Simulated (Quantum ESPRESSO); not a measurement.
**KNiF3: spin-resolved density of states**

Aim: the densities of states of KNiF3 in the lowest state of several starts.

Method: LDA with U = 6 eV on Ni d (ortho-atomic projectors); plane waves with GBRV 1.5 LDA potentials, no spin-orbit coupling, in Quantum ESPRESSO 7.5.

The database entry behind the starting cell differs from later determinations by our own check (about 0.35 % short), so it need not match the best structure at ambient conditions.

## 1. Set-up

It takes space group Pm-3m (No. 221, cubic). The conventional cell has a = 4.000 Å, b = 4.000 Å, c = 4.000 Å, α = 90.00°, β = 90.00°, γ = 90.00°. Nearest to K lie 12 F at 2.83 Å. Ni has 6 F at 2.00 Å nearest. Nearest to F lie 2 Ni at 2.00 Å and 4 K at 2.83 Å. Farther neighbours and most contacts between anions are not listed.

Structure file:

```cif
data_structure
_symmetry_space_group_name_H-M 'Pm-3m'
_symmetry_Int_Tables_number 221
_cell_length_a 4.0000
_cell_length_b 4.0000
_cell_length_c 4.0000
_cell_angle_alpha 90.000
_cell_angle_beta 90.000
_cell_angle_gamma 90.000
_cell_volume 64.00
loop_
_atom_site_label
_atom_site_type_symbol
_atom_site_symmetry_multiplicity
_atom_site_Wyckoff_symbol
_atom_site_fract_x
_atom_site_fract_y
_atom_site_fract_z
_atom_site_occupancy
K1 K 1 a 0.00000 0.00000 0.00000 1
Ni1 Ni 1 b 0.50000 0.50000 0.50000 1
F1 F 3 c 0.50000 0.50000 0.00000 1
```

The cell comes from the Crystallography Open Database.

## 2. Ground-state run

This state came out lowest in a comparison of starts that is told elsewhere.

Contents of pw.in:

```
&CONTROL
  calculation = 'scf'
  prefix = 'pwscf'
  outdir = './tmp'
  pseudo_dir = './pseudo'
  disk_io = 'low'
/
&SYSTEM
  ibrav = 0
  celldm(1) = 8
  nat = 10
  ntyp = 4
  ecutwfc = 40
  ecutrho = 280
  nbnd = 66
  occupations = 'smearing'
  smearing = 'fd'
  degauss = 0.00367493
  nspin = 2
  starting_magnetization(1) = 0
  starting_magnetization(2) = 0.1111
  starting_magnetization(3) = -0.1111
  starting_magnetization(4) = 0
/
&ELECTRONS
  conv_thr = 2d-08
  electron_maxstep = 150
  mixing_beta = 0.3
/
ATOMIC_SPECIES
K      39.0983 k_lda_v1.4.uspp.F.UPF
Ni1    58.6934 ni_lda_v1.4.uspp.F.UPF
Ni2    58.6934 ni_lda_v1.4.uspp.F.UPF
F      18.9984 f_lda_v1.4.uspp.F.UPF
CELL_PARAMETERS alat
   1.8897261246258    0.0000000000000    0.0000000000000
   0.9448630623129    0.9448630623129    0.0000000000000
   0.9448630623129    0.0000000000000    0.9448630623129
ATOMIC_POSITIONS crystal
K       0.0000000000    0.0000000000    0.0000000000
K       0.5000000000    0.0000000000    0.0000000000
Ni1     0.7500000000    0.5000000000    0.5000000000
Ni2     0.2500000000    0.5000000000    0.5000000000
F       0.0000000000    0.5000000000    0.0000000000
F       0.5000000000    0.5000000000    0.0000000000
F       0.5000000000    0.5000000000    0.5000000000
F       0.0000000000    0.5000000000    0.5000000000
F       0.0000000000    0.0000000000    0.5000000000
F       0.5000000000    0.0000000000    0.5000000000
K_POINTS automatic
3 6 6 0 0 0
HUBBARD {ortho-atomic}
U Ni1-3d 6.0000
U Ni2-3d 6.0000
```

On the command line:

```sh
OMP_NUM_THREADS=1 mpirun -n 4 pw.x -nk 4 -in pw.in > pw.out
```

The log of the run:

```text
Program PWSCF v.7.5 starts

     Message from routine setup:
     using ibrav=0 with symmetry is DISCOURAGED, use correct ibrav instead

     K-points division:     npool     =       4
     Subspace diagonalization in iterative solution of the eigenvalue problem:

     bravais-lattice index     =            0
     lattice parameter (alat)  =       8.0000  a.u.
     unit-cell volume          =     863.7868 (a.u.)^3
     number of atoms/cell      =           10
     number of atomic types    =            4
     number of electrons       =        96.00
     number of Kohn-Sham states=           66
     kinetic-energy cutoff     =      40.0000  Ry
     charge density cutoff     =     280.0000  Ry
     scf convergence threshold =      2.0E-08
     mixing beta               =       0.3000
     number of iterations used =            8  plain     mixing
     Exchange-correlation=  SLA  PZ   NOGX NOGC
                           (   1   1   0   0   0   0   0)
     Hubbard projectors: ortho-atomic
     Hubbard parameters of DFT+U (Dudarev formulation) in eV:
     U(Ni1-3d) =  6.0000
     U(Ni2-3d) =  6.0000

     Internal variables: lda_plus_u =T, lda_plus_u_kind = 0

     Internal variables: orbital_resolved =F, hub_pot_fix =F, apply_U = F

     celldm(1)=   8.000000  celldm(2)=   0.000000  celldm(3)=   0.000000
     celldm(4)=   0.000000  celldm(5)=   0.000000  celldm(6)=   0.000000

     crystal axes: (cart. coord. in units of alat)
               a(1) = (   1.889726   0.000000   0.000000 )
               a(2) = (   0.944863   0.944863   0.000000 )
               a(3) = (   0.944863   0.000000   0.944863 )

     reciprocal axes: (cart. coord. in units 2 pi/alat)
               b(1) = (  0.529177 -0.529177 -0.529177 )
               b(2) = (  0.000000  1.058354  0.000000 )
               b(3) = (  0.000000  0.000000  1.058354 )

     PseudoPot. # 1 for K  read from file:
     k_lda_v1.4.uspp.F.UPF
     Pseudo is Ultrasoft + core correction, Zval =  9.0

     PseudoPot. # 2 for Ni read from file:
     ni_lda_v1.4.uspp.F.UPF
     Pseudo is Ultrasoft + core correction, Zval = 18.0

     PseudoPot. # 3 for Ni read from file:
     ni_lda_v1.4.uspp.F.UPF
     Pseudo is Ultrasoft + core correction, Zval = 18.0

     PseudoPot. # 4 for F  read from file:
     f_lda_v1.4.uspp.F.UPF
     Pseudo is Ultrasoft, Zval =  7.0

     atomic species   valence    mass     pseudopotential
     K                 9.00    39.09830     K ( 1.00)
     Ni1              18.00    58.69340     Ni( 1.00)
     Ni2              18.00    58.69340     Ni( 1.00)
     F                 7.00    18.99840     F ( 1.00)

     Starting magnetic structure
     atomic species   magnetization
     K               0.000
     Ni1             0.111
     Ni2            -0.111
     F               0.000

     48 Sym. Ops., with inversion, found (24 have fractional translation)

   Cartesian axes

     site n.     atom                  positions (alat units)
         1        K      tau(   1) = (   0.0000000   0.0000000   0.0000000  )
         2        K      tau(   2) = (   0.9448631   0.0000000   0.0000000  )
         3        Ni1    tau(   3) = (   2.3621577   0.4724315   0.4724315  )
         4        Ni2    tau(   4) = (   1.4172946   0.4724315   0.4724315  )
         5        F      tau(   5) = (   0.4724315   0.4724315   0.0000000  )
         6        F      tau(   6) = (   1.4172946   0.4724315   0.0000000  )
         7        F      tau(   7) = (   1.8897261   0.4724315   0.4724315  )
         8        F      tau(   8) = (   0.9448631   0.4724315   0.4724315  )
         9        F      tau(   9) = (   0.4724315   0.0000000   0.4724315  )
        10        F      tau(  10) = (   1.4172946   0.0000000   0.4724315  )

     number of k points=    10  Fermi-Dirac smearing, width (Ry)=  0.0037
                       cart. coord. in units 2pi/alat
        k(    1) = (   0.0000000   0.0000000   0.0000000), wk =   0.0092593
        k(    2) = (   0.0000000   0.0000000   0.1763924), wk =   0.0555556
        k(    3) = (   0.0000000   0.0000000   0.3527848), wk =   0.0555556
        k(    4) = (   0.0000000   0.0000000  -0.5291772), wk =   0.0277778
        k(    5) = (   0.0000000   0.1763924   0.1763924), wk =   0.1111111
        [... 5 further k-points ...]

     Dense  grid:    68681 G-vectors     FFT dimensions: (  90,  60,  60)

     Smooth grid:    29603 G-vectors     FFT dimensions: (  64,  45,  45)

     Check: negative core charge=   -0.000006
     Generating pointlists ...
     new r_m :   0.2756 (alat units)  2.2048 (a.u.) for type    1
     new r_m :   0.1949 (alat units)  1.5590 (a.u.) for type    2
     new r_m :   0.1949 (alat units)  1.5590 (a.u.) for type    3
     new r_m :   0.1949 (alat units)  1.5590 (a.u.) for type    4

     Initial potential from superposition of free atoms

     starting charge      90.9944, renormalised to      96.0000

     STARTING HUBBARD OCCUPATIONS:

     =================== HUBBARD OCCUPATIONS ===================
     ------------------------ ATOM    3 ------------------------
     Tr[ns(  3)] (up, down, total) =   5.00000  3.00000  8.00000
     Atomic magnetic moment for atom   3 =   2.00000
     [... lines left out ...]
     ------------------------ ATOM    4 ------------------------
     Tr[ns(  4)] (up, down, total) =   3.00000  5.00000  8.00000
     Atomic magnetic moment for atom   4 =  -2.00000
     [... lines left out ...]
     Number of occupied Hubbard levels =   16.0000

     Atomic wfc used for Hubbard projectors are orthogonalized

     Starting wfcs are   66 randomized atomic wfcs

     Self-consistent Calculation

     iteration #  1     ecut=    40.00 Ry     beta= 0.30
     Davidson diagonalization with overlap
     ethr =  1.00E-02,  avg # of iterations =  8.2

     =================== HUBBARD OCCUPATIONS ===================
     ------------------------ ATOM    3 ------------------------
     Tr[ns(  3)] (up, down, total) =   4.49954  0.93863  5.43817
     Atomic magnetic moment for atom   3 =   3.56091
     [... lines left out ...]
     ------------------------ ATOM    4 ------------------------
     Tr[ns(  4)] (up, down, total) =   0.93860  4.49899  5.43759
     Atomic magnetic moment for atom   4 =  -3.56038
     [... lines left out ...]
     Number of occupied Hubbard levels =   10.8758

     total energy              =   -1083.66302619 Ry
     estimated scf accuracy    <      24.98043891 Ry

     total magnetization       =     0.02 Bohr mag/cell
     absolute magnetization    =     7.55 Bohr mag/cell

     iteration #  2     ecut=    40.00 Ry     beta= 0.30
     Davidson diagonalization with overlap
     ethr =  1.00E-02,  avg # of iterations =  3.1

     total energy              =   -1089.62732930 Ry
     estimated scf accuracy    <      16.59017876 Ry

     total magnetization       =     0.00 Bohr mag/cell
     absolute magnetization    =     0.33 Bohr mag/cell

     [... further iterations left out ...]

     iteration # 11     ecut=    40.00 Ry     beta= 0.30
     Davidson diagonalization with overlap
     ethr =  2.96E-09,  avg # of iterations =  3.1

     total energy              =   -1092.14872356 Ry
     estimated scf accuracy    <       0.00000133 Ry

     total magnetization       =    -0.00 Bohr mag/cell
     absolute magnetization    =     3.78 Bohr mag/cell

     iteration # 12     ecut=    40.00 Ry     beta= 0.30
     Davidson diagonalization with overlap
     ethr =  1.39E-09,  avg # of iterations =  2.0

     Magnetic moment per site  (integrated on atomic sphere of radius R)
     atom   1 (R=0.276)  charge=  7.6061  magn= -0.0000
     atom   2 (R=0.276)  charge=  7.6061  magn= -0.0000
     atom   3 (R=0.195)  charge= 15.3847  magn=  1.7165
     atom   4 (R=0.195)  charge= 15.3847  magn= -1.7165
     atom   5 (R=0.195)  charge=  6.4939  magn= -0.0000
     atom   6 (R=0.195)  charge=  6.4939  magn= -0.0000
     atom   7 (R=0.195)  charge=  6.4938  magn= -0.0000
     atom   8 (R=0.195)  charge=  6.4938  magn= -0.0000
     atom   9 (R=0.195)  charge=  6.4939  magn= -0.0000
     atom  10 (R=0.195)  charge=  6.4939  magn= -0.0000

     End of self-consistent calculation

     =================== HUBBARD OCCUPATIONS ===================
     ------------------------ ATOM    3 ------------------------
     Tr[ns(  3)] (up, down, total) =   4.98076  3.21128  8.19205
     Atomic magnetic moment for atom   3 =   1.76948
     [... lines left out ...]
     ------------------------ ATOM    4 ------------------------
     Tr[ns(  4)] (up, down, total) =   3.21129  4.98077  8.19206
     Atomic magnetic moment for atom   4 =  -1.76948
     [... lines left out ...]
     Number of occupied Hubbard levels =   16.3841

     [... lines left out ...]
     the Fermi energy is     6.6597 ev

!    total energy              =   -1092.14872420 Ry
     estimated scf accuracy    <       0.00000001 Ry
     smearing contrib. (-TS)   =       0.00000000 Ry
     internal energy E=F+TS    =   -1092.14872420 Ry

     The total energy is F=E-TS. E is the sum of the following terms:
     one-electron contribution =    -775.77150363 Ry
     hartree contribution      =     432.37863076 Ry
     xc contribution           =    -142.95500798 Ry
     ewald contribution        =    -605.90651864 Ry
     Hubbard energy            =       0.10567529 Ry

     total magnetization       =     0.00 Bohr mag/cell
     absolute magnetization    =     3.78 Bohr mag/cell

     convergence has been achieved in  12 iterations

=------------------------------------------------------------------------------=
   JOB DONE.
=------------------------------------------------------------------------------=
```

Elapsed: 22 s, on 4 MPI ranks of AMD EPYC 9R45 (Zen 5), shared host; peak memory 0.78 GiB.

Spin moment in the atom's sphere by atom:

```csv
atom,spin moment in the atom's sphere (μB)
K1,0.00
K2,0.00
Ni3,1.72
Ni4,-1.72
F5,0.00
F6,0.00
F7,0.00
F8,0.00
F9,0.00
F10,0.00
```

Read from the output:

- smearing term TS: 0 eV
- magnetization: 0 μB
- absolute magnetization: 3.782 μB
- final state: antiferromagnetic

(Continued in part 2 of 2.)

[Logs and program files are shortened in this print: banners, set-up blocks, solver, clock and traceback lines can be left out without a mark of their own.]

[Logs are printed without paths, hosts, clocks, repeated set-up lines and the standing remarks that a program may print on its own settings, such as how far it seeks lower states.]

[Hosts, paths, dates, database ids (printed as entryN), source tags and the programs' standing remarks are cut or masked in the printed files.]

[Where a cell is said to come from a database of computed structures, the database is the Materials Project.]
